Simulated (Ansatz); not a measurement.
# Gate voltage at the highest density: 1T-PtSe2 bilayer, AA

A layer charged from two gates alike needs a voltage that grows with the carrier density; the slope is e over the total capacitance.

Set-up. Ansatz 0.2.0, plane waves with PAW datasets (its set soft_2), PBE-D3(BJ); isolated slab, charged sheets 5 Å from the outer atoms behind model barriers, atoms held, Fermi-Dirac smearing of 0.02585 eV. The voltage is that of the gates (their mean) against the layer's Fermi level, from the uncharged case, which has a gap of 0.21 eV.

| run | added electrons (10¹³ per cm²) | gate voltage (V) |
| --- | --- | --- |
| run 1 | 1.00 | 0.43 |
| run 2 | 3.00 | 1.16 |
| run 3 | 6.00 | 2.22 |
| run 4 | 10.00 | ? |

**Question.** What value belongs in the row marked “?”, and how far can the other rows tell?

A least-squares line through the 3 rows shown has slope 0.3576 and intercept 0.0780; no row lies more than 0.01 V off it. The capacitance is 1.602/0.3576 = 4.48 µF/cm², against 3.54 µF/cm² for plates 5 Å apart in vacuum on both sides; it is the larger, as where the added charge has its centre outside the outer atoms (not examined here). The line misses the origin, so the series is curved at low densities. At 10.00 it gives 0.3576 × 10.00 + 0.0780 = 3.65 V, beyond the rows fitted. Rounding and scatter of the rows alone allow about ±0.025 V there.

The run itself gives 3.60 V: a miss of −0.05 V, or 1.4 % of the value. The capacitance rises a little towards the highest density.

Caveats: The gates are model sheets, not atoms, and low densities sample few k-points. Spin-orbit coupling is left out, which changes the bands of elements this heavy.
